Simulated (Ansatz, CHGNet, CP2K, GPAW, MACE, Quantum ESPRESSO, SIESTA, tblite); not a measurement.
## Codes compared on random packing of Si31O39C14H16 (at. %) (83 atoms)

Aim: run random packing of Si31O39C14H16 (at. %) (83 atoms) in several programs and set results and cost side by side. A plane-wave run serves as the reference.

Calculated with Ansatz 0.2.0; Kohn-Sham DFT, PBE, PAW, plane waves.

## (1) Set-up

The cell holds 83 atoms: 26 Si, 32 O, 12 C and 13 H. Its edges and angles: a = 10.052 Å, b = 10.052 Å, c = 10.052 Å, α = 90.0°, β = 90.0°, γ = 90.0°. 83 atoms (26 Si, 32 O, 12 C, 13 H) packed at random in a cube at 2.29 g/cm³ and pushed apart as soft spheres; a start for melting by ab initio MD, not an equilibrated structure. Then every atom was moved at random, 0.03 Å r.m.s. a Cartesian component (hydrogen 0.6 of that).

## (2) Plane-wave reference

The PAW files are the set soft_2.

input.yaml

```yaml
crystal:
  lattice:
    - [10.0519, 0.0, 0.0]
    - [0.0, 10.0519, 0.0]
    - [0.0, 0.0, 10.0519]
  atoms:
    - { symbol: Si, position: [0.32963, 0.68336, 0.92186] }
    - { symbol: Si, position: [0.16151, 0.16413, 0.59123] }
    - { symbol: Si, position: [0.90829, 0.27986, 0.76941] }
    - { symbol: Si, position: [0.18453, 0.5216, 0.33826] }
    [... 73 atom lines left out ...]
    - { symbol: H, position: [0.78646, 0.98118, 0.43798] }
    - { symbol: H, position: [0.94109, 0.64348, 0.24663] }
    - { symbol: H, position: [0.46595, 0.55562, 0.84332] }
    - { symbol: H, position: [0.43974, 0.29877, 0.51075] }
    - { symbol: H, position: [0.26192, 0.16775, 0.32216] }
    - { symbol: H, position: [0.93087, 0.97748, 0.31987] }
kpoints:
  mp_grid: { grid: [1, 1, 1] }
hamiltonian:
  xc: pbe
scf:
  occupations: { method: fermi_dirac, width: 0.05 }
output:
  forces: true
  eigenvalues: true
  populations: true
  stress: true
```

Command:

```console
ansatz run input.yaml --threads 8 --pin off --max-ram 15872MiB --backend cpu --events-out ev --progress --plain --runs-dir out
```

Output:

```text
[...]
Pseudopotentials: kind: paw
Pseudopotential: Si, paw, valence charge 4, recommended cutoff 420 eV (normal), Si.paw.azcp
Pseudopotential: O, paw, valence charge 6, recommended cutoff 420 eV (normal), O.paw.azcp
Pseudopotential: C, paw, valence charge 4, recommended cutoff 420 eV (normal), C.paw.azcp
Pseudopotential: H, paw, valence charge 1, recommended cutoff 420 eV (normal), H.paw.azcp
[... 5 lines on functional and potentials left out ...]
Crystal: 83 atoms, lattice volume = 1015.651 Å³
Basis set: ecut = 420 eV, 19933 PW (Γ), exchange–correlation on 144×144×144 points (8 copies of the dense FFT grid, shifted against one another)
Bands: 262, of which v1, the nominal top of the filled ones, is band 179 counted from 1 (178 counted from 0)
Symmetry: 1 space group operations
Space group: P1 (ITA 1), of the structure as read, at distance tolerance 1.0e-4 Å
k-points: 1
[... 9 lines on functional and potentials left out ...]
Initial density: superposition of atomic densities (neutral atoms: chi_scale 0, normalization atom), corrected by the library's trained network
Initial wavefunctions: pseudopotential atomic-orbital guess
[...]
SCF iter   1: F=—  HF=-37734.652218 eV  |F-HF|=—  |Δ(HF+E_count)|=         —  Δρ=1.59e-2  dr2=3.44e0  ethr=1.77e-3  ⟨swp⟩=7.0  Hψ=1324  notcnv=0  defer=5
preconditioner: auto → LDOS  [metal: Δε(μ)=0.050 eV  Ē_g=9.399 eV  σ=0.050 eV  W_gap=0.24  n_scr=202 (ndim 8)  ℏωp=22.0 eV  f_vac=0.013  D(μ)=44.73/eV (n_scr^D=388)  β→1.0]
[...]
SCF iter  11: F=—  HF=-37734.322028 eV  |F-HF|=—  |Δ(HF+E_count)|=   1.10e-8  Δρ=3.55e-6  dr2=1.67e-7  ethr=2.68e-10  ⟨swp⟩=2.0  Hψ=216  notcnv=0  defer=52
SCF iter  12: F=-37734.322028 eV  HF=-37734.322028 eV  |F-HF|=3.48e-8  |Δ(HF+E_count)|=   3.13e-9  Δρ=1.73e-6  dr2=4.10e-8  ethr=2.80e-11  ⟨swp⟩=10.0  Hψ=1127  notcnv=0
SCF 1 converged in 12 iterations: F = -37734.322028 eV  dr2 = 4.10e-8
[...]
SCF converged after 12 iterations
Free energy (F): -37734.322028 eV
Harris-Foulkes:  -37734.322028 eV  (|F-HF|=3.48e-8)
Internal energy: -37733.916851 eV  (E = F + TS)
E sigma→0 (E₀):  -37734.119439 eV
Entropy (-TS):   -0.405177 eV (-4.882 meV/atom)
Fermi energy:    4.549547 eV
--- Per-component energies (eV) ---
[...]
Σ components = -37734.322028   (vs F -37734.322028, Δ=0.00e0)
--- Forces (eV/Å), atoms counted from 1 ---
  atom   1  Si    -1.94587536    -0.42240872    -2.42743943
  atom   2  Si     3.49339204     1.14409493     0.13968438
  atom   3  Si    -3.54038441     1.13886832     2.14142687
  atom   4  Si    -8.35905523    -2.06576967     1.66837144
[...]
atom  83  H      0.18946798     0.53924543     0.27903479
  max |Σ_I F_I| component: 9.99e-5 eV/Å
--- Stress (GPa, compression-positive) ---
      -15.092296      -0.313562       3.020316
       -0.313562      -9.688441       0.071331
        3.020316       0.071331     -12.140587
  P = ⅓ Tr σ = -12.3071 GPa (-123.071 kbar)
--- Band table (eV) ---
  k-point 0: bands = ["-15.8885", "-15.1332", "-15.0021", "-14.6572", [... 246 levels ...], "9.6784", "9.6975", "9.8126", "9.9054", "10.0413", "10.0493", "10.1335", "10.2015", "10.3857", "10.4257", "10.5449", "10.6644"]
--- Löwdin populations: 83 sites ---
  site symbol       q [e]
     0     Si      3.1609
     1     Si      3.3029
     2     Si      3.3143
[...]
82      H      0.9526
  spilling = 0.010942 (of n_electrons = 357.000000)
```

The job ended after 5.2 s (8 threads of Arm Neoverse V2, shared host; peak memory 1.2 GiB).

The run gave:

```
free energy                             : -37734.3220 eV
free energy per atom                    : -454.6304 eV/atom
SCF cycles                              : 12
pressure                                : -12.31 GPa
r.m.s. force component                  : 1.852 eV/Å
longest force                           : 8.771 eV/Å
Fermi energy                            : 4.55 eV
levels partly filled by over 2 per cent : 9
spilling of the projection              : 0.01094
```

Length of the force by element and coordination:

```csv
element,coordination,atoms,mean length of the force (eV/Å),spread,least,most
C,all,12,2.09,0.882,0.638,3.82
H,all,13,0.992,0.388,0.325,1.53
O,all,32,2.79,1.15,1.15,5.61
Si,all,26,3.89,1.89,0.893,8.77
```

Löwdin charges by element and coordination (they lack the spilled electrons, 0.047 e an atom on average):

```csv
element,coordination,atoms,mean charge (e),spread,least,most
C,all,12,-0.196,0.178,-0.487,0.184
H,all,13,0.101,0.092,-0.0484,0.266
O,all,32,-0.412,0.106,-0.609,-0.174
Si,all,26,0.697,0.179,0.407,0.992
```

The levels nearest the highest filled one (over half full), pooled over k-points and spins:

```csv
level less the highest filled one (eV),occupation
-0.207,1.99
-0.183,1.98
-0.113,1.91
-0.0957,1.88
-0.0316,1.62
0,1.39
0.0543,0.874
0.085,0.592
0.103,0.453
0.158,0.179
0.189,0.1
0.268,0.021
```

The run ends at a pressure of -12.31 GPa, with forces up to 8.8 eV/Å.

## (3) Local order

Density 2.29 g/cm³, 12.24 Å³ an atom.

Pair distribution functions g(r), in bins of 0.2 Å:

```csv
r (Å),total,O-O,O-Si,O-H,O-C,Si-Si,Si-H
1.70,0.11,0.00,0.00,0.00,1.00,0.00,0.00
1.90,1.20,1.05,1.60,2.74,0.85,0.00,0.36
2.10,1.71,1.22,2.06,1.32,1.66,1.81,1.34
2.30,1.25,1.06,0.99,0.57,0.81,2.30,2.48
2.50,1.15,1.26,0.85,0.93,0.52,1.52,1.34
2.70,1.04,0.55,1.06,1.60,1.15,1.15,0.65
2.90,1.13,1.69,1.20,1.27,0.99,0.56,1.43
3.10,0.86,0.90,0.90,0.41,1.65,0.99,0.76
3.30,0.82,1.02,0.93,0.97,0.58,0.54,0.76
3.50,0.96,0.89,0.95,0.80,0.86,0.67,0.97
3.70,0.99,0.91,0.92,0.87,1.16,1.32,0.62
3.90,1.04,0.93,1.18,0.96,1.39,0.72,1.11
4.10,1.02,0.76,0.89,1.27,0.94,1.20,1.21
4.30,1.04,0.98,1.10,1.26,0.73,1.04,1.16
4.50,0.99,1.05,1.05,1.10,0.99,0.89,1.18
4.70,1.13,1.21,1.10,1.18,1.04,1.42,0.81
4.90,0.88,0.98,0.87,1.02,1.01,0.85,0.80
```

## (4) What was run beside it

The programs:
- CHGNet: machine-learned potential, published weights.
- CP2K 2026.2: Gaussian basis with GTH pseudopotentials and a plane-wave density; labels give functional, basis (MOLOPT sets; SR short-range, UZH the newer set with its own potentials), grid cutoff/relative cutoff and solver (OT: orbital transformation; TRS4, TC2, SIGN: linear-scaling purification with its sparsity filter), or its built-in tight binding.
- GPAW 26.7.0: PAW with atomic orbitals (LCAO), plane waves or a real-space grid of spacing h.
- MACE: machine-learned potential, published weights.
- Quantum ESPRESSO 7.5: plane waves; labels (QE) give functional, pseudopotential set and cutoffs of waves/density.
- SIESTA 5.4.2: numerical atomic orbitals, whose automatically made sets are far from complete, with PseudoDojo norm-conserving potentials that we converted to its format (checked against plane waves on the same files for H, C, O, Si, Ge and Ca alone); labels give functional, basis size, energy shift and mesh cutoff.

All use the same cell and atoms; the electronic-structure runs use the same k-mesh, and an electronic temperature of 580 K (0.05 eV) where levels are smeared.

Differences are against the plane-wave reference, forces as r.m.s. over components; share is that over the reference's r.m.s. force, slope the least-squares factor from reference forces to these. Total energies of different programs have different zeros and aren't compared.

```csv
run,"Δ force, r.m.s. (meV/Å)",share (%),slope,Δ pressure (GPa),cores,CPU time,memory (GiB)
reference,-,-,-,-,8,36 s,1.2
CHGNet 0.3.0 potential,585,31.6,0.980,-3.84,1,3.2 s,1.4
CHGNet r2SCAN potential,763,41.2,0.984,-4.73,1,3.6 s,1.4
"CP2K PBE+D3, DZVP-MOLOPT-SR, 600/50 Ry, diagonalisation",100,5.40,0.983,-1.37,4,11 min,3.4
"CP2K PBE, DZVP-MOLOPT-SR, 210/50 Ry, diagonalisation (coarse)",116,6.25,0.992,-0.249,2,7.4 min,0.8
"CP2K PBE, DZVP-MOLOPT-SR, 600/50 Ry, diagonalisation",90.1,4.86,0.989,-0.505,4,11 min,3.4
"CP2K PBE, DZVP-MOLOPT-SR, 840/50 Ry, diagonalisation",87.7,4.74,0.991,-0.510,4,13 min,5.2
"CP2K PBE, SZV-MOLOPT-SR, 600/50 Ry, diagonalisation (coarse)",1021,55.2,0.923,17.9,1,6.5 min,2.3
"CP2K PBE, TZV2P-MOLOPT, 600/50 Ry, diagonalisation",46.9,2.53,0.985,-0.0542,4,49 min,4.7
"CP2K PBE, TZVP-MOLOPT, 600/50 Ry, diagonalisation",65.6,3.54,0.978,-0.0264,4,43 min,4.3
"GPAW PBE, LCAO dzp, h 0.18 Å",165,8.92,0.968,-,1,4.4 min,1.3
"GPAW PBE, LCAO sz(dzp), h 0.18 Å (coarse)",1135,61.3,0.922,-,1,81 s,1.0
"GPAW PBE, grid h 0.2 Å",34.6,1.87,0.997,-,2,8.1 min,1.8
"GPAW RPBE, LCAO dzp, h 0.18 Å",180,9.73,0.971,-,1,4.5 min,1.3
MACE MPA-0 medium potential,462,25.0,0.938,-1.01,1,6.8 s,1.1
"QE PBE, sssp-1.3.0-efficiency, 30/240 Ry (coarse)",57.0,3.08,0.995,-22.0,2,6.7 min,1.2
"QE PBE, sssp-1.3.0-efficiency, 60/480 Ry",8.82,0.476,0.999,-0.116,4,18 min,3.3
"SIESTA PBE, DZP, shift 0.01 Ry, mesh 500 Ry",139,7.53,0.983,0.329,2,11 min,2.1
"SIESTA PBE, DZP, shift 0.02 Ry, mesh 500 Ry",161,8.67,1.009,-3.25,2,7.5 min,1.8
"SIESTA PBE, SZ, shift 0.01 Ry, mesh 500 Ry (coarse)",1289,69.6,1.007,16.9,1,3.7 min,0.9
"SIESTA PBE, SZP, shift 0.01 Ry, mesh 500 Ry (coarse)",475,25.6,1.042,3.60,2,10 min,1.9
```

Rows marked coarse use a setting chosen to be so.

Times of the machine-learned potentials are mostly Python's start and the loading of weights.

CPU time is summed over cores on a shared host, where runs went side by side, so it is rough. Symmetry, cutoffs, thresholds, outputs and thread counts weren't matched or tuned between programs; memory under MPI is the largest rank's times the ranks.

Runs without a result: CP2K GFN1-xTB, diagonalisation (not converged, the SCF not settling); tblite GFN2-xTB (not converged, the SCF not settling).

Mean charges by element (e), by run and scheme:

```csv
run,scheme,Si,O,C,H
reference,Löwdin,+0.70,-0.41,-0.20,+0.10
"CP2K PBE+D3, DZVP-MOLOPT-SR, 600/50 Ry, diagonalisation",Mulliken,+0.23,-0.30,+0.07,+0.20
"CP2K PBE, DZVP-MOLOPT-SR, 600/50 Ry, diagonalisation",Mulliken,+0.23,-0.30,+0.07,+0.20
"CP2K PBE, DZVP-MOLOPT-SR, 840/50 Ry, diagonalisation",Mulliken,+0.23,-0.30,+0.07,+0.20
"CP2K PBE, TZV2P-MOLOPT, 600/50 Ry, diagonalisation",Mulliken,+0.44,-0.34,-0.15,+0.08
"CP2K PBE, TZVP-MOLOPT, 600/50 Ry, diagonalisation",Mulliken,+0.44,-0.34,-0.14,+0.09
"SIESTA PBE, DZP, shift 0.01 Ry, mesh 500 Ry",Hirshfeld,+0.17,-0.14,0.00,0.00
"SIESTA PBE, DZP, shift 0.02 Ry, mesh 500 Ry",Hirshfeld,+0.16,-0.12,+0.01,-0.02
```

The reference's Löwdin charges lack the electrons that the projection spills, 0.047 e an atom on average.

Within one program, basis, potentials and functional, energies share a zero. Each run against its twin at the usual cutoff or grid and solver:

```csv
run,twin,Δ energy (meV/atom),"Δ force, r.m.s. (meV/Å)",CPU time over the twin's
"CP2K PBE, DZVP-MOLOPT-SR, 210/50 Ry, diagonalisation","DZVP-MOLOPT-SR, 600/50 Ry, diagonalisation",-6.49,81.2,0.69 (this twin ran on 4 cores)
"CP2K PBE, DZVP-MOLOPT-SR, 840/50 Ry, diagonalisation","DZVP-MOLOPT-SR, 600/50 Ry, diagonalisation",0.117,26.0,1.2
"QE PBE, sssp-1.3.0-efficiency, 30/240 Ry","sssp-1.3.0-efficiency, 60/480 Ry",327,55.0,0.38 (this twin ran on 4 cores)
```

## (5) Outcome

```
reference r.m.s. force component                       : 1.85 eV/Å
nearest in forces                                      : QE PBE, sssp-1.3.0-efficiency, 60/480 Ry, 0.48 %
farthest in forces                                     : SIESTA PBE, SZ, shift 0.01 Ry, mesh 500 Ry (coarse), 70 %
cheapest electronic-structure run beside the reference : GPAW PBE, LCAO sz(dzp), h 0.18 Å, 81 s of CPU time
```

What this shows: PBE on plane waves or a grid with other potentials, cutoffs or grids, coarse settings apart, differs from the reference by 0.48 % (QE PBE, sssp-1.3.0-efficiency, 60/480 Ry) to 1.9 % (GPAW PBE, grid h 0.2 Å) of the r.m.s. force; this holds the reference's own error, so differences of a few per cent don't tell which side is nearer the exact PBE result (QE's 60 Ry are 816 eV, against the reference's 420 eV). The PBE runs in local orbitals, coarse settings apart, differ by 2.5 % (CP2K PBE, TZV2P-MOLOPT, 600/50 Ry, diagonalisation) to 8.9 % (GPAW PBE, LCAO dzp, h 0.18 Å); basis, grid and potentials can all enter. Machine-learned potentials differ by 25 % (MACE MPA-0 medium potential) to 41 % (CHGNet r2SCAN potential); they were trained on other programs' data, some at another functional. Rows with another functional or a dispersion term differ by 5.4 % (CP2K PBE+D3, DZVP-MOLOPT-SR, 600/50 Ry, diagonalisation) to 9.7 % (GPAW RPBE, LCAO dzp, h 0.18 Å), which mixes the change of model with differences of basis and potentials. Runs with settings chosen to be coarse differ by 3.1 % (QE PBE, sssp-1.3.0-efficiency, 30/240 Ry) to 70 % (SIESTA PBE, SZ, shift 0.01 Ry, mesh 500 Ry), their programs' other errors included. None of the electronic-structure runs in the table takes under half the reference's CPU time of 36 s; they take 2.2 to 81 times as much. In pressure, QE PBE, sssp-1.3.0-efficiency, 30/240 Ry misses by -22.0 GPa, at the same functional; a cutoff this low leaves a large Pulay stress. Charges hang on scheme and program or settings: among these rows the mean for Si runs from +0.16 to +0.70 e. In the reference: 9 levels are partly filled, by over 2 % (at Γ alone): at this level the cell shows no clear gap. In the reference: mean Löwdin charges: C -0.20, H +0.10, O -0.41, Si +0.70 e (they miss 1.1 % of the electrons, so they add up to more than the cell's charge). The electron count is odd in these runs, and they have no spin polarisation, so the unpaired electron is spread evenly over both spins. Machine-learned potentials mimic data converged in k, so the reference's own k-point error enters their differences. The reference's stress is far from hydrostatic: its diagonal is -15.1, -9.7, -12.1 GPa, compression counted positive. The reference's pressure of -12 GPa belongs to unrelaxed atoms and would change as they relax. The electron count is odd and the run has no spin polarisation, so levels at the top are partly filled by construction. The electronic-structure runs sample only Γ, in a cell whose shortest periodic width is 10 Å, which is coarse for a cell with partly filled levels.

[Long decimals in the printed logs are rounded to 6 places.]

[Also dropped from logs without a mark: lines with file paths, logging warnings of Python, QE's lines on negative density and diagonalisation, SIESTA's first energy breakdown, zero terms and Voronoi charges.]

[Logs are printed without paths, hosts, clocks, repeated set-up lines and the standing remarks that a program may print on its own settings, such as how far it seeks lower states.]

[Hosts, paths, dates, database ids (printed as entryN), source tags and the programs' standing remarks are cut or masked in the printed files.]

[Not all failed runs are listed: runs killed by the host, ended in a Python traceback or in CONQUEST's support-function errors, and SIESTA runs with faulty potentials for Cu, Fe, Ni or Zn are left out.]
